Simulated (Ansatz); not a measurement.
# MgAu (Pm-3m): relaxing the cell for a phonon run

Aim: bring MgAu (Pm-3m) to small forces and stress, as phonons need.

Program: Ansatz 0.2.0. Level of theory: DFT PBEsol, scalar-relativistic, plane waves, PAW; PAW set soft_1. Results are calculated unless marked as measured.

The database entry behind the starting cell differs from later determinations by our own check (0.1 to 0.3 % short, probably kX units), so it need not match the best structure at ambient conditions.

## Step 1: The structure

The structure is cubic, space group Pm-3m (No. 221). Conventional cell: a = 3.259 Å, b = 3.259 Å, c = 3.259 Å, α = 90.00°, β = 90.00°, γ = 90.00°. Nearest to Mg lie 8 Au at 2.82 Å. Nearest to Au lie 8 Mg at 2.82 Å. Farther neighbours are not listed.

Coordinates:

```cif
data_structure
_symmetry_space_group_name_H-M 'P 1'
_symmetry_Int_Tables_number 1
_cell_length_a 3.2590
_cell_length_b 3.2590
_cell_length_c 3.2590
_cell_angle_alpha 90.000
_cell_angle_beta 90.000
_cell_angle_gamma 90.000
_cell_volume 34.61
loop_
_atom_site_label
_atom_site_type_symbol
_atom_site_fract_x
_atom_site_fract_y
_atom_site_fract_z
_atom_site_occupancy
Mg1 Mg 0.50000 0.50000 0.50000 1
Au2 Au 0.00000 0.00000 0.00000 1
```

## Step 2: Probe on a coarse mesh

A quick single point on a coarse mesh tells whether the cell has a gap and how far it is from rest, which sets the k mesh and smearing that follow.

The input, input.yaml:

```yaml
crystal:
  lattice:
    - [3.259, 0.0, 0.0]
    - [0.0, 3.259, 0.0]
    - [0.0, 0.0, 3.259]
  atoms:
    - { symbol: Mg, position: [0.5, 0.5, 0.5] }
    - { symbol: Au, position: [0.0, 0.0, 0.0] }
kpoints:
  mp_grid: { grid: [6, 6, 6] }
hamiltonian:
  xc: pbesol
  pseudopotentials: { kind: paw, azcp: { folder: soft_1 }, xc_functional: pbe }
scf:
  occupations: { method: gaussian, width: 0.1 }
output:
  forces: true
  stress: true
  eigenvalues: true
```

Command:

```console
$ ansatz run input.yaml --threads 4 --pin off --max-ram 10240MiB --backend cpu --events-out ev --progress --plain --runs-dir out
```

Numbers of over 12 decimals in the logs are rounded to 6 here.

The program printed:

```text
Engine: ansatz 0.2.0, aarch64-unknown-linux-gnu
Pseudopotentials: kind: paw
Pseudopotential: Mg, paw, valence charge 10, recommended cutoff 420 eV (normal), soft_1/Mg.paw.azcp
Pseudopotential: Au, paw, valence charge 19, recommended cutoff 420 eV (normal), soft_1/Au.paw.azcp
Functional definition: PBEsol
  exchange = pbesol_x
  correlation = pbesol_c
Crystal: 2 atoms, lattice volume = 34.614 Å³
[...]
--- Band table (eV; the first three rows and the last of 20) ---
  k-point 0: bands = [... 11 lower, 10.1436, 10.1436, 10.1436, 19.5681, 19.5681, 19.5681, 23.0784, 23.0784]
  k-point 1: bands = [... 11 lower, 9.9505, 9.9505, 10.1657, 16.9224, 20.1560, 20.1560, 22.7051, 23.9001]
  k-point 2: bands = [... 11 lower, 9.6003, 9.6003, 10.2104, 13.5961, 21.5888, 21.5888, 21.9841, 24.6637]
  k-point 19: bands = [... 11 lower, 10.9179, 10.9179, 16.1236, 16.1236, 16.1236, 16.7037, 19.0022, 20.2414]
[key lines of the parts left out:]
SCF converged after 7 iterations
Free energy (F): -14922.052911 eV
Fermi energy:    14.203740 eV
P = ⅓ Tr σ = 0.2984 GPa (2.984 kbar)
```

Run time: 0.48 s. Hardware: 4 threads of Arm Neoverse V1, shared host; peak memory 0.27 GiB.

This step gave:

```
pressure          : 0.2984 GPa
volume per atom   : 17.31 Å³
gap on the k-mesh : 0 eV
```

The coarse mesh shows no gap and a pressure of 0.3 GPa.

## Step 3: Bringing the structure to rest

The cell and atoms are relaxed, since residual forces and stress would shift the frequencies.

input.yaml, the sections that differ from step 2:

```yaml
kpoints:
  mp_grid: { grid: [14, 14, 14] }
output:
  forces: true
  stress: true
  eigenvalues: true
  write_density: true
  write_potential: true
  elf: true
  volumetric_format: npy
relax:
  adjacent_minimum: "off"
  f_tol: 0.005
  max_steps: 80
  cell: { stress_tol: 0.05 }
# crystal, hamiltonian, scf: as in step 2
```

The program printed:

```text
[...]
Crystal: 2 atoms, lattice volume = 34.614 Å³
Basis set: ecut = 420 eV, 691 PW (Γ), exchange–correlation on 48×48×48 points (8 copies of the dense FFT grid, shifted against one another)
Bands: 19, of which v1, the nominal top of the filled ones, is band 15 counted from 1 (14 counted from 0)
Symmetry: 48 space group operations
[...]
k-points: 120 of 2744
[...]
SCF iter   1: F=—  HF=-14925.393039 eV  |F-HF|=—  |Δ(HF+E_count)|=         —  Δρ=1.63e-1  dr2=1.35e1  ethr=3.10e-3  ⟨swp⟩=5.8  Hψ=10164  notcnv=0
[...]
SCF iter   7: F=-14922.094936 eV  HF=-14922.094936 eV  |F-HF|=1.31e-9  |Δ(HF+E_count)|=   7.80e-7  Δρ=5.10e-6  dr2=5.02e-9  ethr=3.45e-10  ⟨swp⟩=9.1  Hψ=15379  notcnv=0
SCF 1 converged in 7 iterations: F = -14922.094936 eV  dr2 = 5.02e-9
[...]
relax step   1: F+E_penalty+E_count = -14922.09493552 eV  Δ(F+E_penalty+E_count) = +0.000e0 eV  max|allowed force component| = 3.340e-29 eV/Å  Δτ_max = 0.0000 Å  P = -0.073 GPa  Ω = 34.614 Å³  (7 SCF iters, dr2 threshold 1.00e-7 eV, accepted)
Crystal: 2 atoms, lattice volume = 34.568 Å³
[...]
iter 1 solved again at ethr=6.29e-8 eV; its pass at ethr=3.10e-3 eV (dr2=1.82e-5 eV) is discarded
[...]
SCF iter   4: F=-14922.094947 eV  HF=-14922.094947 eV  |F-HF|=3.64e-11  |Δ(HF+E_count)|=   7.69e-8  Δρ=5.59e-6  dr2=3.59e-9  ethr=4.57e-11  ⟨swp⟩=6.0  Hψ=14000  notcnv=0
SCF 2 converged in 4 iterations: F = -14922.094947 eV  dr2 = 3.59e-9
relax step   2: F+E_penalty+E_count = -14922.09494736 eV  Δ(F+E_penalty+E_count) = -1.184e-5 eV  max|allowed force component| = 2.971e-29 eV/Å  Δτ_max = 0.0000 Å  P = +0.050 GPa  Ω = 34.568 Å³  energy of the carried Pulay correction = +8.553e-6 eV  (4 SCF iters, dr2 threshold 1.33e-8 eV, accepted)
Crystal: 2 atoms, lattice volume = 34.587 Å³
[...]
SCF iter   4: F=-14922.094947 eV  HF=-14922.094947 eV  |F-HF|=1.22e-10  |Δ(HF+E_count)|=   1.45e-8  Δρ=2.05e-6  dr2=4.80e-10  ethr=2.16e-11  ⟨swp⟩=7.1  Hψ=11649  notcnv=0
SCF 3 converged in 4 iterations: F = -14922.094947 eV  dr2 = 4.80e-10
relax step   3: F+E_penalty+E_count = -14922.09494680 eV  Δ(F+E_penalty+E_count) = +5.550e-7 eV  max|allowed force component| = 3.254e-30 eV/Å  Δτ_max = 0.0000 Å  P = -0.000 GPa  Ω = 34.587 Å³  energy of the carried Pulay correction = +5.068e-6 eV  (4 SCF iters, dr2 threshold 6.27e-9 eV, accepted)
[...]
SCF iter   4: F=-14922.094941 eV  HF=-14922.094941 eV  |F-HF|=0.00e0  |Δ(HF+E_count)|=  3.64e-12  Δρ=9.19e-8  dr2=1.98e-12  ethr=1.00e-12  ⟨swp⟩=4.9  Hψ=9736  notcnv=0
SCF 4 converged in 4 iterations: F = -14922.094941 eV  dr2 = 1.98e-12
relax step   4: F+E_penalty+E_count = -14922.09494103 eV  Δ(F+E_penalty+E_count) = +5.771e-6 eV  max|allowed force component| = 4.470e-30 eV/Å  Δτ_max = 0.0000 Å  P = +0.000 GPa  Ω = 34.587 Å³  stress off target by 2.53e-5 GPa  SCF on the basis re-selected at this cell (its energy is not comparable with the rows above)  (4 SCF iters)
basis re-selected at this cell: Δ(F+E_penalty+E_count) = +5.771e-6 eV, ΔP = +0.000 GPa vs the last step (what re-selecting the basis moved, of the pressure what is left beyond the Pulay correction that the steps carried, after the strain that the cell walked since its last selection, with what the two solves' SCF thresholds leave and, on support functions, any second-order correction that the steps lacked; it is no m [...]
SCF converged after 4 iterations
Free energy (F): -14922.094941 eV
[...]
Internal energy: -14922.091645 eV  (E = F + TS)
E sigma→0 (E₀):  -14922.093293 eV
Entropy (-TS):   -0.003296 eV (-1.648 meV/atom)
Fermi energy:    14.186378 eV
[...]
--- Stress (GPa, compression-positive) ---
        0.000025      -0.000000       0.000000
       -0.000000       0.000025      -0.000000
        0.000000      -0.000000       0.000025
  P = ⅓ Tr σ = 0.0000 GPa (0.000 kbar)
--- Band table (eV; the first three rows and the last of 120) ---
  k-point 0: bands = [... 11 lower, 10.1553, 10.1553, 10.1553, 19.5846, 19.5846, 19.5846, 23.0956, 23.0956]
  k-point 1: bands = [... 11 lower, 10.1158, 10.1158, 10.1596, 18.8521, 19.6975, 19.6975, 23.0208, 23.4851]
  k-point 2: bands = [... 11 lower, 10.0084, 10.0084, 10.1719, 17.4404, 20.0230, 20.0230, 22.8129, 23.8318]
  k-point 119: bands = [... 11 lower, 10.9305, 10.9305, 16.1369, 16.1369, 16.1369, 16.7223, 19.0208, 20.2598]
--- Relaxed structure (3 steps of the walk, 3 accepted, 1 SCFs on fresh bases) ---
  F+E_penalty+E_count = -14922.09494103 eV   max|allowed force component| = 4.470e-30 eV/Å   (the final SCF, on the basis selected at the relaxed cell)
  cell:  # Å, volume = 34.5869 Å³
    - [3.258145, 0, 0]
    - [0, 3.258145, 0]
    - [0.0, 0, 3.258145]
  atoms:
    - { symbol: Mg, position: [0.5, 0.5, 0.5] }
    - { symbol: Au, position: [0, 0, 0] }
```

Wall time 4.9 s (4 threads); peak memory 0.38 GiB; 18 s of CPU time.

Little changed from the start: no atom moved by 0.005 Å and no cell edge by 0.1 %.

Numbers from this step:

```yaml
pressure: 2.53e-5 GPa
volume_per_atom: 17.29 Å³
```

Valence density in the ac plane at fractional y = 0.000, with atoms of Au within 0.2 Å of it. It is the smooth field of the valence electrons, not physical close to the nuclei.

Ten even steps from '_' (0 e/Å³) to '@' (16 e/Å³):
```
%%##++--..________________..--++##
**++==::..________________..::==++
----::..____________________..::--
......________________________....
__________________________________
__________________________________
__________________________________
__________________________________
__________________________________
__________________________________
__________________________________
__________________________________
......________________________....
----::..____________________..::--
**++==::..________________..::==++
%%##++--..________________..--++##
@@%%**--..________________..--**%%
```
Columns run along a (3.3 Å), rows up along c (3.3 Å). Atoms in or near the plane, at fractional coordinates: Au at (0.00, 0.00).

Electrostatic potential energy in the ac plane at fractional y = 0.000, with atoms of Au within 0.2 Å of it. With pseudopotentials it is smooth inside the atoms' cores, unlike the true potential.

Ten even steps from '_' (-36 eV) to '@' (16 eV):
```
______..--**@@@@@@@@@@@@**--..____
______..==##@@@@@@@@@@@@##==..____
__....--**%%@@@@@@@@@@@@%%**--....
----==**%%@@@@@@@@@@@@@@@@%%**==--
****##%%@@@@@@@@@@@@@@@@@@@@%%##**
%%@@@@@@@@@@@@@@@@@@@@@@@@@@@@@@@@
@@@@@@@@@@@@@@@@@@@@@@@@@@@@@@@@@@
@@@@@@@@@@@@@@@@@@@@@@@@@@@@@@@@@@
@@@@@@@@@@@@@@@@@@@@@@@@@@@@@@@@@@
@@@@@@@@@@@@@@@@@@@@@@@@@@@@@@@@@@
%%@@@@@@@@@@@@@@@@@@@@@@@@@@@@@@@@
****##%%@@@@@@@@@@@@@@@@@@@@%%##**
----==**%%@@@@@@@@@@@@@@@@%%**==--
__....--**%%@@@@@@@@@@@@%%**--....
______..==##@@@@@@@@@@@@##==..____
______..--**@@@@@@@@@@@@**--..____
________--**%%@@@@@@@@%%**--______
```
Columns run along a (3.3 Å; values clipped at the 3rd and 97th percentile), rows up along c (3.3 Å). Atoms in or near the plane, at fractional coordinates: Au at (0.00, 0.00).

ELF in the ac plane at fractional y = 0.000, with atoms of Au within 0.2 Å of it. It is the smooth field of the valence electrons, not physical close to the nuclei.

Values, 14 rows by 14 columns, each cell a mean:
```
0.75 0.66 0.54 0.47 0.38 0.29 0.25 0.24 0.26 0.30 0.40 0.48 0.55 0.68
0.59 0.55 0.49 0.43 0.35 0.29 0.26 0.25 0.27 0.30 0.36 0.44 0.50 0.55
0.49 0.47 0.43 0.38 0.32 0.30 0.28 0.27 0.29 0.30 0.33 0.39 0.44 0.48
0.41 0.39 0.36 0.33 0.32 0.31 0.29 0.29 0.30 0.32 0.32 0.33 0.36 0.40
0.30 0.30 0.30 0.31 0.32 0.31 0.29 0.29 0.30 0.31 0.32 0.30 0.30 0.30
0.25 0.26 0.27 0.29 0.30 0.29 0.28 0.27 0.28 0.30 0.30 0.29 0.27 0.26
0.23 0.24 0.25 0.27 0.29 0.28 0.26 0.25 0.27 0.29 0.29 0.27 0.25 0.24
0.25 0.25 0.27 0.28 0.30 0.29 0.27 0.26 0.28 0.29 0.29 0.28 0.26 0.25
0.29 0.29 0.29 0.30 0.31 0.31 0.29 0.28 0.29 0.31 0.31 0.30 0.29 0.29
0.39 0.37 0.34 0.32 0.32 0.31 0.30 0.29 0.30 0.32 0.32 0.32 0.35 0.38
0.48 0.47 0.42 0.37 0.32 0.30 0.28 0.27 0.29 0.31 0.33 0.38 0.43 0.47
0.57 0.53 0.48 0.42 0.34 0.29 0.27 0.25 0.27 0.30 0.36 0.43 0.49 0.54
0.72 0.64 0.53 0.47 0.37 0.29 0.25 0.24 0.26 0.30 0.39 0.47 0.55 0.66
0.84 0.72 0.57 0.48 0.39 0.29 0.25 0.23 0.25 0.30 0.41 0.49 0.59 0.75
```
Columns run along a (3.3 Å), rows up along c (3.3 Å). Atoms in or near the plane, at fractional coordinates: Au at (0.00, 0.00).

In this step the volume went from 17.31 to 17.29 Å³/atom.

## Step 4: Relaxing to small forces for the phonons

Phonons need a cell at rest on their own settings, so the relaxation is repeated with tight tolerances on forces and stress on the k mesh and occupations of the first response run.

The input, input.yaml:

```yaml
crystal:
  lattice:
    - [3.2581449078, 0.0, 0.0]
    - [0.0, 3.2581449078, 0.0]
    - [0.0, 0.0, 3.2581449078]
  atoms:
    - { symbol: Mg, position: [0.5, 0.5, 0.5] }
    - { symbol: Au, position: [0.0, 0.0, 0.0] }
kpoints:
  mp_grid: { grid: [16, 16, 16] }
hamiltonian:
  xc: pbesol
  pseudopotentials: { kind: paw, azcp: { folder: soft_1 }, xc_functional: pbe }
scf:
  occupations: { method: methfessel_paxton, width: 0.2 }
output:
  forces: true
  stress: true
  eigenvalues: true
relax:
  adjacent_minimum: "off"
  f_tol: 0.001
  max_steps: 60
  cell: { stress_tol: 0.01 }
```

The program printed:

```text
[...]
Crystal: 2 atoms, lattice volume = 34.587 Å³
Basis set: ecut = 420 eV, 691 PW (Γ), exchange–correlation on 48×48×48 points (8 copies of the dense FFT grid, shifted against one another)
Bands: 19, of which v1, the nominal top of the filled ones, is band 15 counted from 1 (14 counted from 0)
[... 1 set-up line as in the run before ...]
[...]
k-points: 165 of 4096
[...]
k-point 164: bands = [... 11 lower, 10.9391, 10.9391, 16.1479, 16.1479, 16.1479, 16.7367, 19.0379, 20.2756]
--- Relaxed structure (3 steps of the walk, 3 accepted, 1 SCFs on fresh bases) ---
[...]
cell:  # Å, volume = 34.5636 Å³
    - [3.257413, 0, 0]
    - [0, 3.257413, 0]
    - [0, 0, 3.257413]
  atoms:
    - { symbol: Mg, position: [0.5, 0.5, 0.5] }
    - { symbol: Au, position: [0, 0, 0] }
[key lines of the parts left out:]
SCF converged after 5 iterations
Free energy (F): -14922.090065 eV
Fermi energy:    14.154705 eV
P = ⅓ Tr σ = 0.0001 GPa (0.001 kbar)
```

It took 6.2 s on 4 threads; peak memory 0.4 GiB; 23 s of CPU time.

Little changed from the start: no atom moved by 0.005 Å and no cell edge by 0.1 %.

Numbers from this step:

```yaml
pressure: 7.68e-5 GPa
volume_per_atom: 17.28 Å³
```

The forces vanish by symmetry and the pressure is 0.000 GPa, within the tolerances set. The cell now holds 17.28 Å³/atom.

## Step 5: Results

```json
{"space group after relaxation (within 0.01 Å)": "Pm-3m", "lattice constant a": "3.257 Å", "lattice constant b": "3.257 Å", "lattice constant c": "3.257 Å", "volume per atom": "17.3 Å³"}
```

The forces vanish by symmetry and the pressure is 0.000 GPa, within the tolerances set. The cell now holds 17.28 Å³/atom. The relaxation keeps the symmetry of its start, so it says nothing on stability against lower symmetry. The runs are without spin polarisation, although the cell has an odd electron count. Spin-orbit coupling is left out, which can matter for the heavy elements here. The PAW files were made for PBE and serve the other functionals too.

[Logs are printed without paths, hosts, clocks, repeated set-up lines and the standing remarks that a program may print on its own settings, such as how far it seeks lower states.]

[Hosts, paths, dates, database ids (printed as entryN), source tags and the programs' standing remarks are cut or masked in the printed files.]
